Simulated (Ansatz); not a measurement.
# Mg (P6_3/mmc, 2 atoms in the cell): phonons and vibrational spectra

Wanted: phonon frequencies of Mg (P6_3/mmc, 2 atoms in the cell) and what follows from them.

Main program and level: Ansatz 0.2.0; DFT PBEsol, scalar-relativistic, plane waves, PAW; PAW set soft_1.

Most raw output is cut from this account.

## Step 1: Starting point

The structure is hexagonal, space group P6_3/mmc (No. 194). Conventional cell: a = 3.209 Å, b = 3.209 Å, c = 5.210 Å, α = 90.00°, β = 90.00°, γ = 120.00°. Nearest to Mg lie 12 Mg at 3.20 to 3.21 Å.

## Step 2: Bringing the structure to rest

The cell and atoms are relaxed, since residual forces and stress would shift the frequencies.

input.yaml reads:

```yaml
crystal:
  lattice:
    - [3.2093, 0.0, 0.0]
    - [-1.60465, 2.7793353284, 0.0]
    - [0.0, 0.0, 5.2103]
  atoms:
    - { symbol: Mg, position: [0.3333333333, 0.6666666667, 0.25] }
    - { symbol: Mg, position: [0.6666666667, 0.3333333333, 0.75] }
kpoints:
  mp_grid: { grid: [15, 15, 8] }
hamiltonian:
  xc: pbesol
  pseudopotentials: { kind: paw, azcp: { folder: soft_1 }, xc_functional: pbe }
scf:
  occupations: { method: gaussian, width: 0.1 }
output:
  forces: true
  stress: true
  eigenvalues: true
relax:
  adjacent_minimum: "off"
  f_tol: 0.005
  max_steps: 80
  cell: { stress_tol: 0.05 }
```

Command:

```
$ ansatz run input.yaml --threads 4 --pin off --max-ram 10240MiB --backend cpu --events-out ev --progress --plain --runs-dir out
```

Run time: 4.4 s. Hardware: 4 threads of Arm Neoverse V1, shared host; peak memory 0.37 GiB.

The steps of the relaxation:

```tsv
step	energy less that of the first step (eV)	largest force component (eV/Å)	pressure (GPa)	volume (Å³)
1	0.0000	0.0000	-1.14	46.47
2	-0.0061	0.0000	-0.24	45.28
3	-0.0065	0.0000	0.03	44.95
4*	-0.0064	0.0000	0.03	44.95
```

Relaxation steps marked * repeat the geometry before them on a plane-wave basis chosen anew for their cell, so energy and pressure can jump there.

The run keeps the 24 symmetry operations that it works with, so distortions that break them were not tested.

```tsv
conventional cell, symmetrised	before	after	change
a (Å)	3.209	3.188	-0.7 %
b (Å)	3.209	3.188	-0.7 %
c (Å)	5.210	5.108	-2.0 %
volume (Å³/atom)	23.24	22.47	-3.3 %
```

Final coordinates:

```
Mg
1.0
     3.18771    0.00000    0.00000
    -1.59386    2.76064    0.00000
     0.00000    0.00000    5.10771
Mg
2
Direct
  0.33333 0.66667 0.25000
  0.66667 0.33333 0.75000
```

Numbers from this step:

* pressure: 0.03150 GPa
* volume per atom: 22.47 Å³
* gap on the k-mesh: 0 eV

In this step the volume went from 23.24 to 22.47 Å³/atom.

## Step 3: Tight relaxation

Phonons need a cell at rest on their own settings, so the relaxation is repeated with tight tolerances on forces and stress, using the mesh and the filling of the phonon run that follows.

input.yaml, the sections that differ from step 2:

```yaml
crystal:
  lattice:
    - [3.18771012, 0.0, 0.0]
    - [-1.59385506, 2.7606379438, 0.0]
    - [0.0, 0.0, 5.1077088291]
  atoms:
    - { symbol: Mg, position: [0.3333333333, 0.6666666667, 0.25] }
    - { symbol: Mg, position: [0.6666666667, 0.3333333333, 0.75] }
scf:
  occupations: { method: methfessel_paxton, width: 0.2 }
output:
  forces: true
  stress: true
  eigenvalues: true
  write_density: true
  write_potential: true
  elf: true
  volumetric_format: npy
relax:
  adjacent_minimum: "off"
  f_tol: 0.001
  max_steps: 60
  cell: { stress_tol: 0.01 }
# kpoints, hamiltonian: as in step 2
```

Elapsed: 4.5 s, on 4 threads; peak memory 0.36 GiB; 16 s of CPU time.

Step by step:

```tsv
step	energy less that of the first step (eV)	largest force component (eV/Å)	pressure (GPa)	volume (Å³)
1	0.0000	0.0000	0.03	44.95
2	0.0000	0.0000	0.00	44.98
3	0.0000	0.0000	0.00	44.98
4*	0.0000	0.0000	0.00	44.98
```

Relaxation steps marked * repeat the geometry before them on a plane-wave basis chosen anew for their cell, so energy and pressure can jump there.

Forces are held to the 24 operations that the run works with; a distortion that breaks them can't arise in this run.

```tsv
conventional cell, symmetrised	before	after	change
a (Å)	3.188	3.191	+0.1 %
b (Å)	3.188	3.191	+0.1 %
c (Å)	5.108	5.101	-0.1 %
volume (Å³/atom)	22.47	22.49	+0.1 %
```

The relaxed structure:

```cif
data_structure
_symmetry_space_group_name_H-M 'P 1'
_symmetry_Int_Tables_number 1
_cell_length_a 3.1908
_cell_length_b 3.1908
_cell_length_c 5.1011
_cell_angle_alpha 90.000
_cell_angle_beta 90.000
_cell_angle_gamma 120.000
_cell_volume 44.98
loop_
_atom_site_label
_atom_site_type_symbol
_atom_site_fract_x
_atom_site_fract_y
_atom_site_fract_z
_atom_site_occupancy
Mg1 Mg 0.33333 0.66667 0.25000 1
Mg2 Mg 0.66667 0.33333 0.75000 1
```

This step gave:

- pressure: 0.002878 GPa
- volume per atom: 22.49 Å³

Valence density in the ac plane at fractional y = 0.333, with atoms of Mg within 0.2 Å of it. It is the smooth field of the valence electrons, not physical close to the nuclei.

Ten steps, logarithmic in the rise over the least value, from '_' (0 e/Å³) to '@' (26 e/Å³):
```
________________________________
________________________________
__________________....::..______
________________..==****++::____
________________==##%%%%##++..__
______________..++%%@@@@@@**::__
______________..++%%@@@@@@**::__
________________==##%%%%##++..__
________________..==****++::____
__________________....::..______
________________________________
________________________________
________________________________
________________________________
________________________________
________________________________
________________________________
________________________________
________________________________
________________________________
________________________________
________________________________
________________________________
________________________________
________________________________
________________________________
```
Columns run along a (3.2 Å), rows up along c (5.1 Å). Atoms in or near the plane, at fractional coordinates: Mg at (0.67, 0.75).

ELF in the ac plane at fractional y = 0.333, with atoms of Mg within 0.2 Å of it. It is the smooth field of the valence electrons, not physical close to the nuclei.

Ten even steps from '_' (0.05) to '@' (0.68):
```
##############++--::......--++**
**##########++::____________..==
==########++::____..::::..____..
::**##%%##==____..==++++==::____
..++##%%**::____====----====..__
..++##%%**::__..==--....::==::__
..++##%%**::__..==--....::==::__
..++##%%**::____====----====..__
::**##%%##==____..==++++==::____
==########++::____..::::..____..
**##########++::____________..==
##############++--::......--++**
##################**++++**######
##********####%%%%%%%%%%%%%%%%%%
**++======**##%%%%@@@@@@@@@@%%##
==--::::::==**##%%@@@@@@@@@@%%**
::..____..::==**%%@@@@@@@@@@##++
..________..--**%%@@@@@@@@@@##==
..________..::++%%@@@@@@@@%%##--
..________..::++%%@@@@@@@@%%##--
..________..--**%%@@@@@@@@@@##==
::..____..::==**%%@@@@@@@@@@##++
==--::::::==**##%%@@@@@@@@@@%%**
**++======**##%%%%@@@@@@@@@@%%##
##********####%%%%%%%%%%%%%%%%%%
##################**++++**######
```
Columns run along a (3.2 Å), rows up along c (5.1 Å). Atoms in or near the plane, at fractional coordinates: Mg at (0.67, 0.75).

Electrostatic potential energy in the ac plane at fractional y = 0.333, with atoms of Mg within 0.2 Å of it. With pseudopotentials it is smooth inside the atoms' cores, unlike the true potential.

Ten even steps from '0' (-69 eV) to '9' (8 eV):
```
9999999999999999
9999999998888999
9999999987666889
9999999864223589
9999998740000368
9999998630000158
9999998630000158
9999998740000368
9999999864223589
9999999987666889
9999999998888999
9999999999999999
9999999999999999
9999999999999999
9999999999999999
9999999999999999
9999999999999999
9988899999999999
9888899999999999
9888899999999999
9988899999999999
9999999999999999
9999999999999999
9999999999999999
9999999999999999
9999999999999999
```
Columns run along a (3.2 Å; values clipped at the 3rd and 97th percentile), rows up along c (5.1 Å). Atoms in or near the plane, at fractional coordinates: Mg at (0.67, 0.75).

The forces vanish by symmetry and the pressure is 0.003 GPa, within the tolerances set. The cell now holds 22.49 Å³/atom.

## Step 4: Zone-centre response

The zone centre comes first: it holds the modes that light can see, as far as symmetry allows. No field response is asked, since the mesh shows no gap.

input.yaml, the sections that differ from step 3:

```yaml
crystal:
  lattice:
    - [3.1908322506, 0.0, 0.0]
    - [-1.5954161253, 2.7633417882, 0.0]
    - [0.0, 0.0, 5.101070738]
  atoms:
    - { symbol: Mg, position: [0.3333333333, 0.6666666667, 0.25] }
    - { symbol: Mg, position: [0.6666666667, 0.3333333333, 0.75] }
output:
  eigenvalues: true
phonons:
  method: dfpt
# kpoints, hamiltonian, scf: as in step 3
# relax: removed
```

The job ended after 11 s (4 threads; peak memory 0.7 GiB).

Numbers from this step:

- sum-rule residual before enforcement: 9.50e-5 eV/Å²
- point group: 6/mmm
- highest optical mode at the zone centre (no LO-TO term): 256.3 cm⁻¹
- lowest optical zone-centre mode: 131.0 cm⁻¹

Patterns of degenerate modes are one choice out of their space. Modes at Γ:

```tsv
mode	frequency (cm⁻¹)	symmetry
1	0.0	acoustic
2	0.0	acoustic
3	0.0	acoustic
4	131.0	E2g
5	131.0	E2g
6	256.3	B1g
```

Displacements in mode 4 (131.0 cm⁻¹), the largest set to 1:
```
Mg1  0.00  1.00  0.00
Mg2  0.00 -1.00  0.00
```

Displacements in mode 6 (256.3 cm⁻¹), the largest set to 1:
```
Mg1  0.00  0.00  1.00
Mg2  0.00  0.00 -1.00
```

Before it was imposed, the acoustic sum rule was missed by 9.5e-5 eV/Å². Small misses are needed for a sound result but don't prove that mesh and cutoff are converged. The lowest optical mode is real, 131 cm⁻¹.

## Step 5: The dispersion

Stability and thermal properties need the whole zone. Linear response on a 3×3×2 q mesh gives force constants as far as a supercell of that size would.

Changes to input.yaml since step 4:

```diff
@@ -19 +19,9 @@
   method: dfpt
+  qmesh: [3, 3, 2]
+  temperatures: { t_max: 1000, t_step: 50 }
+  qpath:
+    path:
+      - [[0.0, 0.0, 0.0], [0.5, 0.0, 0.0], [0.33333333, 0.33333333, 0.0], [0.0, 0.0, 0.0], [0.0, 0.0, 0.5], [0.5, 0.0, 0.5], [0.33333333, 0.33333333, 0.5], [0.0, 0.0, 0.5]]
+      - [[0.5, 0.0, 0.5], [0.5, 0.0, 0.0]]
+      - [[0.33333333, 0.33333333, 0.5], [0.33333333, 0.33333333, 0.0]]
+    npoints: 10
```

It took 74 s on 4 threads; peak memory 1 GiB; 4.8 min of CPU time.

Numbers from this step:

* sum-rule residual before enforcement: 9.34e-5 eV/Å²
* lowest frequency on the path: 0 cm⁻¹
* highest frequency on the path or at a solved wavevector: 256.3 cm⁻¹
* mean frequency: 172.5 cm⁻¹
* Debye temperature (second moment): 332 K
* logarithmic mean frequency: 165 cm⁻¹
* lowest mode on the q mesh (acoustic modes at Γ apart): 97.94 cm⁻¹
* zero-point energy per atom: 32.07 meV
* heat capacity at 300 K: 23.48 J/(mol atoms K)
* vibrational entropy at 300 K: 31.52 J/(mol atoms K)

Frequencies (cm⁻¹) solved at each irreducible wavevector; negative means imaginary. Frequencies by wavevector, by row:

```tsv
q in reciprocal lattice units	star	mode 1	mode 2	mode 3	mode 4	mode 5	mode 6
0 0 0	1	0	0	0	131	131	256.3
0 0 -0.5	1	97.9	97.9	97.9	97.9	184.9	184.9
0 0.3333 0	6	104.7	116.1	175.1	193.2	216.4	228.2
0 0.3333 -0.5	6	142.2	142.2	154.7	154.7	231.4	231.4
0.3333 0.3333 0	2	177.5	177.5	187.1	194.5	194.5	228.5
0.3333 0.3333 -0.5	2	137.9	137.9	208.9	208.9	236.2	236.2
```

Interpolated from a 3×3×2 q mesh. Phonon branches along the path, in cm⁻¹:

```tsv
point	branch 1	branch 2	branch 3	branch 4	branch 5	branch 6
Γ	0	0	0	131	131	256
halfway	88	92	158	162	193	240
M	117	143	187	210	223	236
halfway	145	153	193	201	214	232
K	178	178	187	194	194	228
halfway	104	115	150	189	198	234
Γ	0	0	0	131	131	256
halfway	55	55	102	123	123	238
A	98	98	98	98	185	185
halfway	129	129	146	146	212	212
L	154	154	160	160	251	251
halfway	141	141	187	187	245	245
H	138	138	209	209	236	236
halfway	133	133	158	158	219	219
A	98	98	98	98	185	185
jump to L	154	154	160	160	251	251
halfway	128	145	177	188	235	249
M	117	143	187	210	223	236
jump to H	138	138	209	209	236	236
halfway	151	151	194	222	222	223
K	178	178	187	194	194	228
```

Tetrahedra on a 24×24×12 mesh, mean over bins of 2 cm-1. Interpolated from a 3×3×2 q mesh. The phonon density of states by wavenumber; read off at these points:

```tsv
wavenumber (cm⁻¹)	phonon density of states (1/cm⁻¹/cell)
5.0	1.0e-5
10.0	5.0e-5
15.0	1.0e-4
20.0	2.6e-4
25.0	4.4e-4
30.0	6.7e-4
35.0	9.7e-4
40.0	0.00130
45.0	0.00169
50.0	0.00214
55.0	0.00266
60.0	0.00326
65.0	0.00398
70.0	0.00477
75.0	0.0057
80.0	0.00678
85.0	0.00806
90.0	0.00957
95.0	0.0114
100.0	0.0136
105.0	0.0162
110.0	0.0198
115.0	0.0249
120.0	0.0312
125.0	0.0364
130.0	0.0451
135.0	0.0557
137.0	0.0582
140.0	0.0535
145.0	0.0497
150.0	0.0437
155.0	0.0374
160.0	0.0363
165.0	0.0377
170.0	0.0386
175.0	0.0403
180.0	0.0427
185.0	0.0457
190.0	0.0309
195.0	0.0309
200.0	0.0350
203.0	0.0376
205.0	0.0343
210.0	0.0272
215.0	0.0322
220.0	0.0276
225.0	0.0314
230.0	0.0488
235.0	0.0745
240.0	0.0527
245.0	0.0306
250.0	0.0155
255.0	0.00138
```

Second derivatives of the energy by pair, one row for each kind of neighbour of each atom listed. Each entry sums the pair over the periodic images of the supercell that the q mesh stands for, and in a polar crystal it holds the long-range dipole part too. Force constants by pair, by row:

```tsv
atom	neighbour	distance (Å)	third of the trace (eV/Å²)	along the pair's line (eV/Å²)
Mg1	itself	0	2.858	–
Mg1	Mg	3.146	-0.2472	-0.777
Mg1	Mg	3.191	-0.2119	-0.6358
Mg1	Mg	4.481	0.0108	0.0206
Mg1	Mg	5.101	-0.0442	-0.1383
Mg1	Mg	5.501	-0.0118	-0.0183
Mg1	Mg	5.527	-0.0234	-0.0267
Mg1	Mg	6.017	0.0036	0.0113
Mg2	itself	0	2.858	–
Mg2	Mg	3.146	-0.2472	-0.777
Mg2	Mg	3.191	-0.2119	-0.6358
Mg2	Mg	4.481	0.0108	0.0206
Mg2	Mg	5.101	-0.0442	-0.1383
Mg2	Mg	5.501	-0.0118	-0.0183
Mg2	Mg	5.527	-0.0234	-0.0267
Mg2	Mg	6.017	0.0036	0.0113
```

Harmonic thermodynamic functions per atom, from the density of states. Interpolated from a 3×3×2 q mesh. Thermodynamic functions, by row:

```tsv
T (K)	F_vib (meV/atom)	S (J/mol-atom/K)	C_V (J/mol-atom/K)
0	32.07	0	0
50	31.83	1.948	5.502
100	29.05	9.114	15.31
200	12.37	22.3	21.83
300	-15.79	31.52	23.48
400	-52.17	38.38	24.1
500	-94.85	43.79	24.4
600	-142.6	48.26	24.56
700	-194.7	52.05	24.66
800	-250.3	55.35	24.73
900	-309.2	58.26	24.77
1000	-371	60.88	24.8
```

Harmonic mean-square displacement, third of the trace. Interpolated from a 3×3×2 q mesh. Mean square displacements, by row:

```tsv
T (K)	Mg1 U_eq (Å²)	Mg2 U_eq (Å²)
0	0.00445	0.00445
100	0.00622	0.00622
300	0.01468	0.01468
600	0.02855	0.02855
```

Symmetry leaves 6 wavevectors to solve. The lowest mode among them, the acoustic zeros apart, lies at q = (0, 0, -0.5) and is real, 97.9 cm⁻¹.

## Step 6: Isotope substitution

An isotope changes the mass and not the force constants, so no new electronic calculation is needed; the shifts show which modes move this element.

The same force constants with the mass of Mg changed from 24.305 to 25.983 u (phonopy, no LO-TO term). Both lists are sorted by frequency. Modes under 3 cm⁻¹ are left out. Isotope shifts, by row:

```tsv
q	rank	natural mass (cm⁻¹)	changed mass (cm⁻¹)
0 0 0	4	131	126.7
0 0 0	5	131	126.7
0 0 0	6	256.3	247.9
0 0 -0.5	1	97.94	94.72
0 0 -0.5	2	97.94	94.72
0 0 -0.5	3	97.94	94.72
0 0 -0.5	4	97.94	94.72
0 0 -0.5	5	184.9	178.8
0 0 -0.5	6	184.9	178.8
0 0.3333 0	1	104.7	101.3
0 0.3333 0	2	116.1	112.3
0 0.3333 0	3	175.1	169.3
0 0.3333 0	4	193.2	186.9
0 0.3333 0	5	216.4	209.3
0 0.3333 0	6	228.2	220.8
0 0.3333 -0.5	1	142.2	137.5
0 0.3333 -0.5	2	142.2	137.5
0 0.3333 -0.5	3	154.7	149.7
0 0.3333 -0.5	4	154.7	149.7
0 0.3333 -0.5	5	231.4	223.9
0 0.3333 -0.5	6	231.4	223.9
```

With one element every mode shifts by -3.28 %.

## Step 7: Summary of results

| Quantity | Value |
| --- | --- |
| space group after relaxation (within 0.01 Å) | P6_3/mmc |
| volume per atom | 22.5 Å³ |
| electronic character | no gap on this mesh |
| highest optical mode at the zone centre (no LO-TO term) | 256 cm⁻¹ |
| lowest optical zone-centre mode | 131 cm⁻¹ |
| lowest mode on the q mesh (acoustic modes at Γ apart) | 97.9 cm⁻¹ |
| highest frequency on the path or at a solved wavevector | 256 cm⁻¹ |
| zero-point energy per atom | 32.1 meV |
| heat capacity at 300 K | 23.5 J/(mol atoms K) |
| vibrational entropy at 300 K | 31.5 J/(mol atoms K) |
| Debye temperature (second moment) | 332 K |
| imaginary modes on the 3×3×2 q mesh | none |

The structure is a minimum as far as tested: no mode is imaginary at the 6 irreducible wavevectors of the 3×3×2 mesh, and the softest away from the acoustic zeros lies at 98 cm⁻¹. The optical modes at Γ span 131 to 256 cm⁻¹. With no gap, or one that is small against the smearing, the frequencies hang on the k mesh and the smearing, most of all near Kohn anomalies. The PAW files were made for PBE and serve the other functionals too. These are harmonic frequencies at zero temperature: anharmonic shifts, linewidths and thermal expansion are left out.

[Logs are printed without paths, hosts, clocks, repeated set-up lines and the standing remarks that a program may print on its own settings, such as how far it seeks lower states.]

[Hosts, paths, dates, database ids (printed as entryN), source tags and the programs' standing remarks are cut or masked in the printed files.]
